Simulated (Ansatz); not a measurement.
## Where Se_La puts its levels in the gap of LiLaO2 (P2_1/c)

Aim: at which Fermi levels does Se_La in LiLaO2 (P2_1/c) change its charge? The model is a cell of 64 host atoms with 1 La taken out and 1 Se put in.

Calculated with Ansatz 0.2.0; place-levels on PBEsol runs: charge-transition levels and formation energies with image-charge correction and potential alignment at the atomic sites.

### 1. Starting point

The cell holds 64 atoms: 16 Li, 1 Se, 15 La and 32 O. Its edges and angles: a = 10.981 Å, b = 9.563 Å, c = 10.981 Å, α = 111.2°, β = 111.8°, γ = 111.1°. It derives from LiLaO2 (space group P2_1/c). Nearest the centre at fractional (0.313, 0.498, 0.614): Se17 at 0.00 Å, O61 at 2.41 Å, O49 at 2.45 Å, O46 at 2.46 Å, O34 at 2.48 Å, O57 at 2.50 Å, O40 at 2.53 Å, O41 at 2.54 Å.

Known beforehand: the electronic dielectric constant, (4.50, 4.58, 4.51), and the static one, principal values (19.87, 20.07, 24.42), from a response run on this crystal (DFPT, PBEsol) at that run's own cell.

The cell's shortest repeat is 9.6 Å.

### 2. The runs of each charge state

Levels follow from differences of total energies between charge states, each relaxed by itself.

Each atom starts 0.05 Å or so off its site in a random direction. Forces are taken at one point at (¼, ¼, ¼). The cell holds 1 electron fewer than the neutral one, with a uniform background that keeps it neutral on the whole.

The sampling was tested on the host first: at the k-points planned (1x1x1 shifted 0.25 0.25 0.25) its energy lies -0.001 eV an atom from the dense-mesh value, under the bound of 0.02 eV set for this test; that bounds the host's error, not the defect's.

One state's input; the others differ in charge, spin, start and seed, and in occupations where the table says so.

The input, qp1.relax/input.yaml:

```yaml
crystal:
  lattice:
    - [-7.10172383, 6.15869257, 5.67639954]
    - [4.55785073, -6.15869257, 5.72242795]
    - [7.10172383, 6.15869257, -5.67639954]
  atoms:
    - { symbol: Li, position: [0.33570452, 0.3238903, 0.34722589] }
    - { symbol: Li, position: [0.33570452, 0.8238903, 0.84722589] }
[... 2 atom lines left out ...]
    - { symbol: Li, position: [0.02333559, 0.4261097, 0.26181421] }
[... 1 atom line left out ...]
    - { symbol: Li, position: [0.52333559, 0.4261097, 0.76181421] }
[... 1 atom line left out ...]
    - { symbol: Li, position: [0.16429548, 0.1761097, 0.65277411] }
[... 2 atom lines left out ...]
    - { symbol: Li, position: [0.66429548, 0.6761097, 0.65277411] }
[... 2 atom lines left out ...]
    - { symbol: Li, position: [0.97666441, 0.0738903, 0.23818579] }
[... 1 atom line left out ...]
    - { symbol: La, position: [0.31346854, 0.49787746, 0.61403179] }
[... 4 atom lines left out ...]
    - { symbol: La, position: [0.11615433, 0.75212254, 0.56559107] }
[... 2 atom lines left out ...]
    - { symbol: La, position: [0.18653146, 0.00212254, 0.38596821] }
    - { symbol: La, position: [0.18653146, 0.50212254, 0.88596821] }
[... 3 atom lines left out ...]
    - { symbol: La, position: [0.38384567, 0.74787746, 0.43440893] }
    - { symbol: La, position: [0.88384567, 0.24787746, 0.43440893] }
[... 2 atom lines left out ...]
    - { symbol: O, position: [0.12729314, 0.55250471, 0.66469353] }
[... 5 atom lines left out ...]
    - { symbol: O, position: [0.61218881, 0.69749529, 0.82478842] }
    - { symbol: O, position: [0.37270686, 0.44749529, 0.83530647] }
[... 4 atom lines left out ...]
    - { symbol: O, position: [0.38781119, 0.80250471, 0.67521158] }
[... 2 atom lines left out ...]
    - { symbol: O, position: [0.08328271, 0.18499896, 0.47130777] }
[... 7 atom lines left out ...]
    - { symbol: O, position: [0.41671729, 0.31500104, 0.52869223] }
[... 3 atom lines left out ...]
    - { symbol: O, position: [0.21369119, 0.43499896, 0.35171625] }
[... 2 atom lines left out ...]
    - { symbol: O, position: [0.71369119, 0.93499896, 0.35171625] }
  supercell: [1, 1, 1]
  defects: [{ substitution: { at: 16, symbol: Se } }]
total_charge: 1
basis:
  ecutwfc: 420
  xc_grid: 2
hamiltonian:
  xc: pbesol
kpoints:
  mp_grid: { grid: [1, 1, 1], shift: [0.25, 0.25, 0.25] }
scf:
  occupations: { method: fixed }
  max_iter: 80
output:
  forces: true
  charged_corrections:
    epsilon: [4.5, 4.58, 4.51]
    static_epsilon: [[20.94, 0.0, 1.74], [0.0, 19.87, 0.0], [1.74, 0.0, 23.55]]
relax:
  f_tol: 0.02
  max_steps: 80
  random_displacement: { amplitude: 0.05, seed: 9582 }
checkpoint:
  write: "../qp1.relax.run"
  compress: false
  write_wavefunctions: true
  write_every: 100000
```

The run is started by

```sh
ansatz run input.yaml --threads 4 --pin off --max-ram 7536MiB --backend cpu --events-out ev --progress --plain --runs-dir out
```

The relaxed structure is kept and the sampling changed to a 2×2×2 shifted mesh.

The run of this state that the levels use, under PBEsol:

The input, qp1.point/input.yaml:

```yaml
crystal:
  checkpoint: "../qp1.relax.run"
  host: checkpoint
total_charge: 1
basis:
  ecutwfc: 420
  xc_grid: 2
hamiltonian:
  xc: pbesol
kpoints:
  mp_grid: { grid: [2, 2, 2], shift: [0.5, 0.5, 0.5] }
scf:
  occupations: { method: fermi_dirac, width: 0.01 }
  max_iter: 80
output:
  forces: true
  eigenvalues: true
  charged_corrections:
    epsilon: [4.5, 4.58, 4.51]
    static_epsilon: [[20.94, 0.0, 1.74], [0.0, 19.87, 0.0], [1.74, 0.0, 23.55]]
    defect_position: [0.313469, 0.497877, 0.614032]
  eigenstates: { localisation: true }
  populations: true
  band_densities: [{ bands: [v1, v1] }, { bands: [c1, c1] }]
  write_density: true
  write_potential: true
  volumetric_format: npy
checkpoint:
  read: "../qp1.relax.run"
  write: "../qp1.point.run"
  compress: false
  write_wavefunctions: false
  write_every: 100000
```

Relaxations under PBEsol at one point at (¼, ¼, ¼); times on 4 threads of Arm Neoverse V1, shared host:

| charge | moment (μB) | occupations | outcome | steps | largest displacement against the far atoms (Å) | time |
| --- | --- | --- | --- | --- | --- | --- |
| 0 | 1 | fixed | converged | 23 | 0.74 | 9.6 min |
| +1 | 0 | fixed | converged | 21 | 0.67 | 4 min |

Single points under PBEsol at a 2×2×2 shifted mesh; times on 4 threads of Arm Neoverse V1, shared host:

| charge | moment (μB) | occupations | outcome | time |
| --- | --- | --- | --- | --- |
| 0 | 1 | fermi-dirac | converged | 3.8 min |
| +1 | 0 | fermi-dirac | converged | 90 s |

Distances (Å) from Se17 to the nearest atoms after relaxation with PBEsol:

```
charge  moment (μB)      1.      2.      3.      4.       5.       6.
     0            1  O 1.81  O 1.95  O 2.16  O 2.38  Li 2.93  Li 2.97
    +1            0  O 1.76  O 1.78  O 1.79  O 2.71   O 2.75  Li 2.87
```

### 3. place-levels, PBEsol

A charged cell interacts with its images and the background, and its potential has another zero than the host's. place-levels removes the first by a point-charge model, screened by the static dielectric constant since the ions have relaxed around the charge, and the second by comparing potentials at atoms far from the defect.

The host is a run of the defect-free crystal in the same cutoffs, grids and k-points, so that basis and sampling errors cancel in part in the differences. Its band edges come from a run of the primitive cell that searches the zone for them. Chemical potentials are energies per atom of La (dhcp) and Se (trigonal (grey) selenium), run with the same functional and cutoff.

The input, levels.point.yaml:

```yaml
host:
  run: host.point.run
  levels_from: { run: edges.point.run }
states: [q0_M1.point.run, qp1.point.run]
geometry_from:
  q0_M1.point.run: q0_M1.relax.run
  qp1.point.run: qp1.relax.run
  host.point.run: host.relax.run
chemical_potentials:
  La:
    energy: -6161.276904
    dataset: "<sha256 of the dataset>"
  Se:
    energy: -5424.207155
    dataset: <sha256 of the dataset>
epsilon: [4.5, 4.58, 4.51]
static_epsilon:
  - [20.94, 0.0, 1.74]
  - [0.0, 19.87, 0.0]
  - [1.74, 0.0, 23.55]
vertical:
  - { from: qp1.point.run, to: qp1.point_neutral.run }
```

The run is started by

```sh
ansatz place-levels levels.point.yaml -- --threads 4 --pin off --max-ram 7536MiB
```

Numbers of over 12 decimals in the logs are rounded to 6 here.

Log:

```text
[... repeated set-up lines and file paths are left out, and long positions are rounded to six places ...]
(+1/0) 1.935 eV above the valence edge, 1.802 eV under the conduction edge
formation energy of charge +1: +5.940 eV with the Fermi level at the valence edge
formation energy of charge 0: +7.874 eV with the Fermi level at the valence edge
vertical +1 to 0: no energy, since no alignment is typed
  the change from vertical[0].from (qp1.point.run) to vertical[0].to (qp1.point_neutral.run): by its potential at epsilon [4.5, 4.58, 4.51] it stands at 0.095 0.460 0.570, with an rms radius of about 2.9 Å (1.9 1.6 1.5 Å across the planes of the cell's [...]
  edges by pbesol of host.levels_from (edges.point.run), its mesh sampled to repeats of 29.15 Å (the valence edge +0.009 eV and the conduction edge -0.061 eV from those of the host's own run), gap 3.737 eV; the host is sampled to repeats of 23.32 Å
  the defect's cells are sampled to repeats of 23.32 Å, like sampling
  charge +1: -119142.3495 eV with its correction of -0.080 eV, at epsilon [[20.94, 0, 1.74], [0, 19.87, 0], [1.74, 0, 23.55]], aligned at sites: -0.1831 eV, mean over 31 atomic sites at or beyond 4.78 Å from the defect at [0.3135, 0.4979, 0.6140], with [...]
  charge 0: +0.000 eV for its dipole among its images, +0.000 omitted
  of states[1] (qp1.point.run): it parts from the run at its places by a charge that spreads by about 1.9 Å along one vector (1.4 Å or more is wide), by its potential at epsilon [4.5, 4.58, 4.51], taken for that of held ions (one typed too small widens it), [...]
  of states[0] (q0_M1.point.run): its displacements don't fall off away from the defect: farther atoms stand 0.049 Å off the host's places. [...]
  of vertical[0].from (qp1.point.run): its displacements don't fall off away from the defect: farther atoms stand 0.051 Å off the host's places. [...]
  of vertical[0].to (qp1.point_neutral.run): its displacements don't fall off away from the defect: farther atoms stand 0.051 Å off the host's places. [...]
```

Elapsed: 0.24 s, on 4 threads of Arm Neoverse V1, shared host.

Under PBEsol the gap is 3.74 eV, (+1/0) 1.93 eV.

Levels between the charges placed, in eV above the valence top:

```csv
,gap (eV),(+1/0)
PBEsol,3.74,1.93
```

Corrections by state:

```csv
charge,moment (μB),image terms and alignment (eV),band filling (eV),ε used,"over the lowest of its charge, as the program ranks them, band filling apart (eV)"
+1,0.0,-0.080,-,"principal values (19.87, 20.07, 24.42)",0.000
0,1.0,0.000,-,-,0.000
```

The charged structures listed were also run neutral, and place-levels reads from each pair, by the potential or the spins, how wide the charge is by which they differ; that can be the carrier of either run.

```csv
charge,rms radius (Å),spread where it is widest against the cell (Å),wide from (Å),reading
+1,2.9,1.88,1.45,wide
```

The neutral runs of these pairs need not share the spin of the lowest neutral state, and very wide values only mean spread over the cell.

From the program's caveats on the states, each cut to its opening words:

- charge +1: it parts from the run at its places by a charge that spreads by about 1.9 Å along one vector (1.4 Å or more is wide), by its potential at epsilon [4.5, 4.58, [...]
- charge +1: its alignment with the host at atomic sites is doubtful: the mean over the far sites moves by +0.0654 eV from their farther parts to their nearer, more than [...]
- charge +1: its displacements don't fall off away from the defect: farther atoms stand 0.051 Å off the host's places
- charge 0 (1 μB): its displacements don't fall off away from the defect: farther atoms stand 0.049 Å off the host's places

Chemical potentials of the elements' reference phases, run alike. Formation energies (elemental references), with the Fermi level at the valence top and at the conduction bottom (gap 3.74 eV):

```
charge  at valence top (eV)  at conduction bottom (eV)  correction included (eV)
    +1                 5.94                       9.68                     -0.08
     0                 7.87                       7.87                      0.00
```

(Fermi level (eV), lowest formation energy (eV)): (0.00, 5.94), (0.34, 6.28), (0.68, 6.62), (1.02, 6.96), (1.36, 7.30), (1.70, 7.64), (2.04, 7.87), (2.38, 7.87), (2.72, 7.87), (3.06, 7.87), (3.40, 7.87), (3.74, 7.87)

### 4. The same at the relaxations' own k-points

The relaxations' own energies give the levels at their sampling, for comparison.

The input, levels.relax_mesh.yaml:

```yaml
host:
  run: host.relax.run
  levels_from: { run: edges.relax.run }
states: [q0_M1.relax.run, qp1.relax.run]
chemical_potentials:
  La:
    energy: -6161.276904
    dataset: "<sha256 of the dataset>"
  Se:
    energy: -5424.207155
    dataset: <sha256 of the dataset>
```

The run is started by

```sh
ansatz place-levels levels.relax_mesh.yaml -- --threads 4 --pin off --max-ram 7536MiB
```

Log:

```text
(+1/0) 1.932 eV above the valence edge, 1.805 eV under the conduction edge
formation energy of charge +1: +5.947 eV with the Fermi level at the valence edge
formation energy of charge 0: +7.879 eV with the Fermi level at the valence edge
  edges by pbesol of host.levels_from (edges.relax.run), its mesh sampled to repeats of 29.15 Å (the valence edge +0.148 eV and the conduction edge -0.284 eV from those of the host's own run), gap 3.737 eV; the host is sampled to repeats of 14.63 Å
[... the lines on each state left out ...]
```

Wall time 0.1 s (4 threads).

Levels between neighbouring charges, in eV above the valence top:

```csv
,gap (eV),(+1/0)
"one point at (¼, ¼, ¼)",3.74,1.93
a 2×2×2 shifted mesh,3.74,1.93
```

Going from one point at (¼, ¼, ¼) to a 2×2×2 shifted mesh moves the levels that carry no band-filling term by up to 0.00 eV and formation energies against the elements by up to 0.01 eV.

### 5. Placing the levels, r2SCAN

r2SCAN on the same structure is run to see how far the result rests on the functional, though not on the errors that semilocal functionals share; the sampling changes too, to one point at (¼, ¼, ¼), so differences hold both changes.

qp1.r2scan/input.yaml, as its differences from qp1.point/input.yaml of step 2:

```diff
@@ -5,8 +5,8 @@
 basis:
-  ecutwfc: 420
+  ecutwfc: 500
   xc_grid: 2
 hamiltonian:
-  xc: pbesol
+  xc: r2scan
 kpoints:
-  mp_grid: { grid: [2, 2, 2], shift: [0.5, 0.5, 0.5] }
+  mp_grid: { grid: [1, 1, 1], shift: [0.25, 0.25, 0.25] }
 scf:
@@ -28,4 +28,3 @@
 checkpoint:
-  read: "../qp1.relax.run"
-  write: "../qp1.point.run"
+  write: "../qp1.r2scan.run"
   compress: false
```

It took 41 s on 4 threads; peak memory 2.2 GiB.

The input, levels.r2scan.yaml:

```yaml
host:
  run: host.r2scan.run
  levels_from: { run: edges.r2scan.run }
states: [q0_M1.r2scan.run, qp1.r2scan.run]
geometry_from:
  q0_M1.r2scan.run: q0_M1.relax.run
  qp1.r2scan.run: qp1.relax.run
  host.r2scan.run: host.relax.run
chemical_potentials:
  La:
    energy: -6264.678007
    dataset: "<sha256 of the dataset>"
  Se:
    energy: -5478.126621
    dataset: <sha256 of the dataset>
```

The run is started by

```sh
ansatz place-levels levels.r2scan.yaml -- --threads 4 --pin off --max-ram 7536MiB
```

Log:

```text
(+1/0) 2.171 eV above the valence edge, 2.115 eV under the conduction edge
formation energy of charge +1: +6.463 eV with the Fermi level at the valence edge
formation energy of charge 0: +8.634 eV with the Fermi level at the valence edge
  edges by r2scan of host.levels_from (edges.r2scan.run), its mesh sampled to repeats of 29.15 Å (the valence edge +0.144 eV and the conduction edge -0.286 eV from those of the host's own run), gap 4.286 eV; the host is sampled to repeats of 14.63 Å
[... the lines on each state left out ...]
```

Elapsed: 0.17 s, on 4 threads.

Under r2SCAN the gap is 4.29 eV, (+1/0) 2.17 eV.

### 6. Cost and result

Levels between neighbouring charges, in eV above each run's own valence top:

|  | gap (eV) | (+1/0) | CPU time a state at this stage (restarts are quicker than cold starts) |
| --- | --- | --- | --- |
| PBEsol, 2×2×2 shifted mesh | 3.74 | 1.93 | 10 min |
| r2SCAN on PBEsol structures, (¼, ¼, ¼) | 4.29 | 2.17 | 6.5 min |

### 7. Outcome

| Quantity | Value |
| --- | --- |
| gap of the host | 3.74 eV (PBEsol) |
| level (plus 1/0) | 1.93 eV above the valence top |
| lowest of the charges placed, just above the valence top (0.02 eV) | +1 |
| lowest of the charges placed, just below the conduction bottom (0.02 eV) | 0 |
| lowest formation energy at mid-gap of the charges run, elemental references | 7.81 eV |

What this shows: Of the charges placed (0 and +1), the lowest changes at 1.93 eV (+1/0) above the valence top, in a gap of 3.74 eV. Charges above +1 and below 0 were not placed, so these runs say nothing of levels that involve them. States placed: +1 at 0 μB; 0 at 1 μB. Other spin states or structures, where not listed, weren't placed. Se is taken at its element; compounds, which aren't counted here, bound the chemical potentials and would shift these formation energies. Going from one point at (¼, ¼, ¼) to a 2×2×2 shifted mesh moves the levels that carry no band-filling term by up to 0.00 eV and formation energies against the elements by up to 0.01 eV. The program doubts the alignment of potentials for at least one state, a sign that the cell is small. What this leaves open: PBEsol makes the gap too small and tends to spread out bound carriers; where a gas molecule sets a chemical potential or the host's formation energy, its binding is uncorrected; spin–orbit coupling, which can matter with heavy atoms, is left out.

[Logs are printed without paths, hosts, clocks, repeated set-up lines and the standing remarks that a program may print on its own settings, such as how far it seeks lower states.]

[Hosts, paths, dates, database ids (printed as entryN), source tags and the programs' standing remarks are cut or masked in the printed files.]

[Where a table of states has a column of steps, it counts the stored structures, which are thinned; the runs took as many ionic steps or more.]

[A defect's name tells the site on which it was built; relaxed atoms can leave that site.]

[For some hosts the program warned that the k-mesh of the response run may be too coarse for force constants and the static dielectric constant; such warnings are not shown here.]
